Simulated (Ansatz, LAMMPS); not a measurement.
# Liquid acetonitrile at 293 K (102 atoms) in motion

How do the atoms of liquid acetonitrile at 293 K (102 atoms) move, and what local order do they keep?

Program: Ansatz 0.2.0. Level of theory: Kohn-Sham DFT, PBE+D4, PAW (set soft_2), plane waves. Results are calculated unless marked as measured.

### Step 1. Starting point

The cell holds 102 atoms: 34 C, 17 N and 51 H. Cell: a = 11.382 Å, b = 11.382 Å, c = 11.382 Å, α = 90.0°, β = 90.0°, γ = 90.0°. 17 acetonitrile placed at random, at 0.786 g/cm³; overlaps pushed apart, then 10 ps at 393 K with MMFF94 bonds, angles, torsions, charges and radii (Halgren, J. Comput. Chem. 17, 490 (1996)) in harmonic and 12-6 forms. Snapshot after 20 ps at 293 K and fixed volume.

Before any run, some limits are plain. The network of contacts between molecules at the start is that of the classical potential that made the cell. The density was typed from a rule of thumb and may lie off the real one at this temperature. Sampling is at Γ alone, for a cell whose shortest periodic width is 11 Å.

### Step 2. Single point at the start

A single point comes first, to see the forces before anything moves.

input.yaml reads:

```yaml
crystal:
  lattice:
    - [11.38169, 0.0, 0.0]
    - [0.0, 11.38169, 0.0]
    - [0.0, 0.0, 11.38169]
  atoms:
    - { symbol: C, position: [0.3204, 0.28391, 0.76625] }
    - { symbol: C, position: [0.40278, 0.32085, 0.67927] }
    - { symbol: "N", position: [0.48435, 0.33634, 0.62266] }
    - { symbol: H, position: [0.34797, 0.21256, 0.82316] }
    [... 92 atom lines left out ...]
    - { symbol: C, position: [0.64675, 0.45068, 0.82202] }
    - { symbol: C, position: [0.56741, 0.53464, 0.87509] }
    - { symbol: "N", position: [0.51746, 0.61284, 0.91708] }
    - { symbol: H, position: [0.72209, 0.46036, 0.87588] }
    - { symbol: H, position: [0.67582, 0.47738, 0.73605] }
    - { symbol: H, position: [0.62453, 0.35574, 0.81378] }
kpoints:
  mp_grid: { grid: [1, 1, 1] }
hamiltonian:
  xc: pbe
  dispersion: d4
scf:
  occupations: { method: fermi_dirac, width: 0.05 }
output:
  forces: true
```

Started as:

```console
$ ansatz run input.yaml --threads 4 --pin off --max-ram 8192MiB --backend cpu --events-out ev --progress --plain --runs-dir out
```

It took 6.9 s on 4 threads of Arm Neoverse V2, shared host; peak memory 1.3 GiB; 26 s of CPU time.

The run gave:

| Item | Value |
| --- | --- |
| free energy | -15869.5753 eV |
| free energy per atom | -155.5841 eV/atom |
| SCF cycles | 10 |
| r.m.s. force component | 0.9683 eV/Å |
| longest force | 5.016 eV/Å |
| Fermi energy | -0.5944 eV |

The r.m.s. force component of 0.97 eV/Å sets the starting point.

Neighbours are counted within 1.34 Å (H-C), 1.85 Å (C-C), 1.62 Å (C-N).

Length of the force by element and coordination:

| element | coordination | atoms | mean length of the force (eV/Å) | spread | least | most |
| --- | --- | --- | --- | --- | --- | --- |
| C | all | 34 | 1.95 | 0.923 | 0.653 | 5.02 |
| C | 2 | 17 | 1.99 | 1.09 | 0.653 | 5.02 |
| C | 4 | 17 | 1.91 | 0.716 | 0.685 | 3.74 |
| H | all | 51 | 0.972 | 0.606 | 0.286 | 2.63 |
| N | all | 17 | 1.56 | 1.08 | 0.283 | 4.20 |

### Step 3. Dynamics at 293 K

A Nosé–Hoover thermostat steers the temperature while disturbing the dynamics little. The time step is 0.5 fs, short enough for the stretching of bonds to hydrogen.

Edit input.yaml of step 2 so:

```diff
@@ -16 +16,8 @@
   forces: true
+md:
+  timestep: 0.5
+  n_steps: 554
+  ensemble: nvt_nose_hoover
+  temperature: 293
+  initial_velocities: maxwell_boltzmann
+  seed: 5886
```

Run time: 42 min. Hardware: 4 threads; peak memory 1.4 GiB; 2.7 h of CPU time.

The program notes that it switched symmetry off.

The trajectory, sampled:

| time (fs) | T (K) | potential (meV/atom) | conserved (meV/atom) |
| --- | --- | --- | --- |
| 0.0 | 293 | 0.0 | 0.00 |
| 18.5 | 311 | -2.4 | -0.04 |
| 37.0 | 293 | -0.3 | -0.01 |
| 55.5 | 328 | -5.3 | -0.04 |
| 74.0 | 292 | -1.1 | -0.02 |
| 92.5 | 317 | -5.1 | -0.04 |
| 111.0 | 281 | -1.4 | -0.03 |
| 129.5 | 295 | -4.3 | -0.03 |
| 147.5 | 288 | -4.5 | -0.04 |
| 166.0 | 292 | -6.4 | -0.05 |
| 184.5 | 273 | -5.2 | -0.03 |
| 203.0 | 271 | -6.2 | -0.06 |
| 221.5 | 286 | -9.2 | -0.06 |
| 240.0 | 252 | -5.6 | -0.04 |
| 258.5 | 269 | -8.3 | -0.06 |
| 277.0 | 244 | -5.4 | -0.05 |

Mean square displacement from the first frame to the last: C 0.66 Å², N 0.89 Å², H 2.2 Å².

The mean square displacement by time lag:

| time lag (fs) | C (Å²) | H (Å²) | N (Å²) |
| --- | --- | --- | --- |
| 0.5 | 1.5e-5 | 1.8e-4 | 1.2e-5 |
| 6.0 | 0.00196 | 0.0197 | 0.00156 |
| 12.0 | 0.00644 | 0.0524 | 0.00540 |
| 17.5 | 0.0121 | 0.0841 | 0.0108 |
| 23.5 | 0.0193 | 0.119 | 0.0184 |
| 29.0 | 0.0269 | 0.173 | 0.0266 |
| 35.0 | 0.0370 | 0.246 | 0.0373 |
| 40.5 | 0.0474 | 0.319 | 0.0484 |
| 46.5 | 0.0594 | 0.400 | 0.0619 |
| 52.0 | 0.0708 | 0.484 | 0.0753 |
| 58.0 | 0.0830 | 0.581 | 0.0905 |
| 63.5 | 0.0947 | 0.665 | 0.105 |
| 69.5 | 0.108 | 0.761 | 0.122 |
| 75.0 | 0.122 | 0.860 | 0.139 |
| 81.0 | 0.139 | 0.980 | 0.159 |
| 86.5 | 0.156 | 1.08 | 0.178 |
| 92.5 | 0.175 | 1.18 | 0.200 |
| 98.0 | 0.192 | 1.28 | 0.221 |
| 104.0 | 0.213 | 1.40 | 0.243 |
| 109.5 | 0.234 | 1.50 | 0.265 |
| 115.5 | 0.256 | 1.61 | 0.289 |
| 121.0 | 0.276 | 1.70 | 0.311 |
| 127.0 | 0.297 | 1.79 | 0.335 |
| 132.5 | 0.316 | 1.88 | 0.357 |
| 138.5 | 0.335 | 1.96 | 0.380 |

The drift taken off is the plain mean over atoms, not the centre of mass, so with hydrogen in the cell the heavy atoms' values at short lags are too large.

Over the second half of 277 fs the temperature averages 272 K with swings of 13 K r.m.s. The conserved energy stays within 0.07 meV/atom. From first frame to last H has the largest mean square displacement, 2.2 Å² at the end; the farthest move is 2.85 Å. The run spans 0.28 ps, too short for its means to be equilibrium values.

### Step 4. Local order late in the run

The g(r) is a mean over the second half; what follows it is taken at the last frame.

Bonds before and after, by the cutoffs listed below:

| pair | bonds before | bonds after | mean before (Å) | mean after (Å) | spread before (Å) | spread after (Å) |
| --- | --- | --- | --- | --- | --- | --- |
| H-C | 51 | 51 | 1.088 | 1.098 | 0.029 | 0.027 |
| C-C | 17 | 17 | 1.459 | 1.446 | 0.031 | 0.020 |
| C-N | 17 | 17 | 1.157 | 1.172 | 0.016 | 0.014 |

Density 0.786 g/cm³, 14.46 Å³ an atom.

Mean of 14 frames. Pair distribution functions g(r), in bins of 0.2 Å:

| r (Å) | total | H-H | H-C | H-N | C-C | C-N | N-N |
| --- | --- | --- | --- | --- | --- | --- | --- |
| 1.00 | 2.11 | 0.00 | 6.35 | 0.00 | 0.00 | 0.00 | 0.00 |
| 1.20 | 4.01 | 0.00 | 7.80 | 0.00 | 0.00 | 12.74 | 0.00 |
| 1.40 | 0.87 | 0.00 | 0.00 | 0.00 | 7.84 | 0.00 | 0.00 |
| 1.60 | 0.15 | 0.43 | 0.00 | 0.00 | 0.34 | 0.00 | 0.00 |
| 1.80 | 1.65 | 6.56 | 0.00 | 0.01 | 0.00 | 0.00 | 0.00 |
| 2.00 | 0.69 | 0.24 | 1.84 | 0.09 | 0.00 | 0.00 | 0.00 |
| 2.20 | 0.78 | 0.16 | 2.07 | 0.32 | 0.00 | 0.00 | 0.00 |
| 2.40 | 0.23 | 0.27 | 0.05 | 0.86 | 0.00 | 0.00 | 0.00 |
| 2.60 | 0.62 | 0.34 | 0.17 | 1.18 | 0.00 | 2.54 | 0.00 |
| 2.80 | 0.44 | 0.47 | 0.34 | 1.25 | 0.00 | 0.00 | 0.00 |
| 3.00 | 0.65 | 0.41 | 0.58 | 1.98 | 0.00 | 0.21 | 0.06 |
| 3.20 | 1.10 | 0.52 | 0.64 | 3.66 | 0.15 | 1.21 | 0.06 |
| 3.40 | 0.93 | 0.73 | 0.79 | 1.20 | 0.46 | 1.96 | 0.49 |
| 3.60 | 0.96 | 0.84 | 0.82 | 0.89 | 1.21 | 1.56 | 0.95 |
| 3.80 | 1.06 | 0.91 | 0.95 | 0.94 | 1.30 | 1.67 | 0.79 |
| 4.00 | 1.10 | 0.82 | 1.17 | 0.89 | 1.58 | 1.31 | 1.25 |
| 4.20 | 1.10 | 0.98 | 1.19 | 1.04 | 1.35 | 0.86 | 1.60 |
| 4.40 | 1.05 | 1.10 | 1.04 | 0.95 | 1.27 | 0.73 | 1.73 |
| 4.60 | 1.17 | 1.17 | 1.29 | 0.92 | 1.40 | 0.82 | 1.38 |
| 4.80 | 1.12 | 1.16 | 1.29 | 0.78 | 1.28 | 0.92 | 1.00 |
| 5.00 | 1.10 | 1.18 | 1.19 | 0.85 | 1.23 | 0.96 | 1.19 |
| 5.20 | 1.05 | 1.23 | 1.14 | 0.80 | 1.11 | 0.77 | 0.78 |
| 5.40 | 0.97 | 1.19 | 1.04 | 0.75 | 0.82 | 0.71 | 1.06 |
| 5.60 | 1.00 | 1.08 | 1.00 | 0.83 | 1.06 | 0.81 | 1.67 |

Bonds by pair of elements; cutoffs follow the first minimum of g(r), held within bounds set by covalent radii, and pairs that aren't listed don't count as bonded:

| pair A-B | cutoff (Å) | bonds | mean length (Å) | spread (Å) | shortest (Å) | B about A | A about B |
| --- | --- | --- | --- | --- | --- | --- | --- |
| H-C | 1.34 | 51 | 1.10 | 0.027 | 1.05 | 1 | 1.5 |
| C-C | 1.85 | 17 | 1.45 | 0.02 | 1.40 | 1 | 1 |
| C-N | 1.62 | 17 | 1.17 | 0.014 | 1.14 | 0.5 | 1 |

How many atoms have how many bonded neighbours:

| element | mean | 1 | 2 | 4 |
| --- | --- | --- | --- | --- |
| C | 3 | 0 | 17 | 17 |
| H | 1 | 51 | 0 | 0 |
| N | 1 | 17 | 0 | 0 |

Bond angles, per cent of each kind in bins of 5°:

| angle (°) | C-C-H | H-C-H | C-C-N |
| --- | --- | --- | --- |
| 100–105 | 3.9 | 25.5 | 0.0 |
| 105–110 | 35.3 | 45.1 | 0.0 |
| 110–115 | 49.0 | 25.5 | 0.0 |
| 115–120 | 7.8 | 3.9 | 0.0 |
| 120–125 | 3.9 | 0.0 | 0.0 |
| 125–130 | 0.0 | 0.0 | 0.0 |
| 130–135 | 0.0 | 0.0 | 0.0 |
| 135–140 | 0.0 | 0.0 | 0.0 |
| 140–145 | 0.0 | 0.0 | 0.0 |
| 145–150 | 0.0 | 0.0 | 0.0 |
| 150–155 | 0.0 | 0.0 | 0.0 |
| 155–160 | 0.0 | 0.0 | 0.0 |
| 160–165 | 0.0 | 0.0 | 5.9 |
| 165–170 | 0.0 | 0.0 | 17.6 |
| 170–175 | 0.0 | 0.0 | 52.9 |
| 175–180 | 0.0 | 0.0 | 23.5 |

Bond angles (no mean is given where the spread exceeds 20°):

| angle | count | mean (°) | spread (°) |
| --- | --- | --- | --- |
| C-C-H | 51 | 111 | 3.9 |
| H-C-H | 51 | 108 | 4.1 |
| C-C-N | 17 | 172 | 3.6 |

Bond length by coordination (bonds to H left out):

| element | coordination | atoms | mean bond length (Å) |
| --- | --- | --- | --- |
| C | 2 | 17 | 1.31 |
| C | 4 | 17 | 1.45 |

First main peaks of g(r), for some of the pairs, lie near 1.8 Å (H-H), 1.1 Å (H-C), 3.2 Å (H-N), 1.4 Å (C-C) and 1.2 Å (C-N). Counting bonds as in the table, 50 % of C atoms have 2 and as many 4, all H atoms have 1 and all N atoms have 1 bonded neighbour. The C-C-H angle averages 111° with a spread of 4°.

### Step 5. Single point at the last frame

The last frame is solved again with fuller output, to read the electronic structure of a thermally displaced geometry.

input.yaml reads:

```yaml
crystal:
  lattice:
    - [11.38169, 0.0, 0.0]
    - [0.0, 11.38169, 0.0]
    - [0.0, 0.0, 11.38169]
  atoms:
    - { symbol: C, position: [0.20419, 0.27986, 0.762] }
    - { symbol: C, position: [0.32165, 0.28658, 0.70884] }
    - { symbol: "N", position: [0.42423, 0.2818, 0.69439] }
    - { symbol: H, position: [0.20362, 0.24978, 0.85341] }
    [... 92 atom lines left out ...]
    - { symbol: C, position: [0.62467, 0.4471, 0.79879] }
    - { symbol: C, position: [0.59393, 0.53056, 0.8878] }
    - { symbol: "N", position: [0.5644, 0.60327, 0.95013] }
    - { symbol: H, position: [0.56962, 0.36826, 0.79643] }
    - { symbol: H, position: [0.71301, 0.42161, 0.81466] }
    - { symbol: H, position: [0.62567, 0.49035, 0.71678] }
kpoints:
  mp_grid: { grid: [1, 1, 1] }
hamiltonian:
  xc: pbe
  dispersion: d4
scf:
  occupations: { method: fermi_dirac, width: 0.05 }
output:
  forces: true
  stress: true
  populations: true
  dos:
    method: { smearing: { sigma: 0.1 } }
    de: 0.1
    projected: { site_lists: { C: [C], H: [H], "N": ["N"] } }
  eigenvalues: true
  write_density: true
  write_potential: true
  volumetric_format: npy
  elf: true
```

It took 12 s on 4 threads; peak memory 1.4 GiB.

The program notes that the exchange-correlation potential is rough where the density is thin.

The run gave:

```yaml
free_energy: -15870.1212 eV
free_energy_per_atom: -155.5894 eV/atom
scf_cycles: 10
pressure: -0.5604 GPa
r_m_s_force_component: 0.8581 eV/Å
longest_force: 5.104 eV/Å
fermi_energy: -0.6078 eV
spacing_of_highest_filled_and_lowest_empty_level: 5.96 eV
spilling_of_the_projection: 0.01587
```

Neighbours are counted within 1.34 Å (H-C), 1.85 Å (C-C), 1.62 Å (C-N), the cutoffs taken from the dynamics.

Length of the force by element and coordination:

| element | coordination | atoms | mean length of the force (eV/Å) | spread | least | most |
| --- | --- | --- | --- | --- | --- | --- |
| C | all | 34 | 1.71 | 0.895 | 0.578 | 5.10 |
| C | 2 | 17 | 1.81 | 1.06 | 0.578 | 5.10 |
| C | 4 | 17 | 1.61 | 0.673 | 0.678 | 3.22 |
| H | all | 51 | 0.855 | 0.411 | 0.175 | 1.85 |
| N | all | 17 | 1.50 | 0.933 | 0.355 | 4.01 |

Löwdin charges by element and coordination (they lack the spilled electrons, 0.042 e an atom on average):

| element | coordination | atoms | mean charge (e) | spread | least | most |
| --- | --- | --- | --- | --- | --- | --- |
| C | all | 34 | -0.127 | 0.357 | -0.498 | 0.242 |
| C | 2 | 17 | 0.230 | 0.0106 | 0.207 | 0.242 |
| C | 4 | 17 | -0.483 | 0.0108 | -0.498 | -0.465 |
| H | all | 51 | 0.245 | 0.0113 | 0.210 | 0.269 |
| N | all | 17 | -0.230 | 0.0113 | -0.255 | -0.208 |

States in the cell by windows of 1 eV, zero at the Fermi level; the larger projections on atomic orbitals stand beside the total:

| from (eV) | to (eV) | total | C p | N p | H s |
| --- | --- | --- | --- | --- | --- |
| -10 | -9 | 0.2 | 0.1 | 0.0 | 0.0 |
| -9 | -8 | 25.6 | 14.9 | 0.5 | 4.6 |
| -8 | -7 | 19.1 | 11.8 | 0.7 | 4.4 |
| -7 | -6 | 53.0 | 34.9 | 2.7 | 13.9 |
| -6 | -5 | 4.2 | 2.7 | 0.3 | 1.1 |
| -5 | -4 | 37.8 | 5.9 | 22.2 | 0.8 |
| -4 | -3 | 63.2 | 23.5 | 32.6 | 5.3 |
| -3 | -2 | 1.0 | 0.4 | 0.5 | 0.1 |
| -2 | 2 | 0.0 | 0.0 | 0.0 | 0.0 |
| 2 | 3 | 1.7 | 0.3 | 0.3 | 0.4 |
| 3 | 4 | 40.6 | 15.3 | 13.6 | 6.7 |
| 4 | 5 | 39.3 | 13.4 | 11.1 | 6.3 |

Between -19 and -10 eV lie 68 more states.

The levels nearest the highest filled one (over half full), pooled over k-points and spins:

| level less the highest filled one (eV) | occupation |
| --- | --- |
| -0.270 | 2 |
| -0.251 | 2 |
| -0.217 | 2 |
| -0.184 | 2 |
| -0.173 | 2 |
| 0 | 2 |
| 5.96 | 0 |
| 6.11 | 0 |
| 6.17 | 0 |
| 6.29 | 0 |
| 6.31 | 0 |
| 6.36 | 0 |

Mean Löwdin charges: C -0.13, H +0.25, N -0.23 e (they miss 1.6 % of the electrons, so they add up to more than the cell's charge).

### Step 6. Results

| Quantity | Value |
| --- | --- |
| mean temperature, second half | 272 K |
| temperature swing, second half | 12.96 K |
| slope of the conserved energy against time, by least squares | -0.1227 meV/atom/ps |
| free energy per atom | -155.5894 eV/atom |
| pressure | -0.5604 GPa |
| r.m.s. force component | 0.8581 eV/Å |
| gap (highest filled to lowest empty level) | 5.96 eV |
| wall time of the 3 DFT runs | 42 min |

What this shows: Over the second half of 277 fs the temperature averages 272 K with swings of 13 K r.m.s. The conserved energy stays within 0.07 meV/atom. The run spans 0.28 ps, too short for its means to be equilibrium values. Counting bonds as in the table, 50 % of C atoms have 2 and as many 4, all H atoms have 1 and all N atoms have 1 bonded neighbour. Between filled and empty levels lie 5.96 eV (at Γ alone); a semilocal functional tends to put such gaps too low. In a disordered cell it changes from sample to sample and from frame to frame.

**Limits.** The network of contacts between molecules at the start is that of the classical potential that made the cell; DFT moved the atoms only locally, and no bond changed. The pressure of a single frame lacks the kinetic term, about 0.26 GPa here.

[Logs are printed without paths, hosts, clocks, repeated set-up lines and the standing remarks that a program may print on its own settings, such as how far it seeks lower states.]

[Hosts, paths, dates, database ids (printed as entryN), source tags and the programs' standing remarks are cut or masked in the printed files.]

[The MMFF94 radii named for the starting cell were scaled by 0.96; in molecules described by MMFF94, hydrogen bound to N, O or S took a small fixed 12-6 site in their place.]
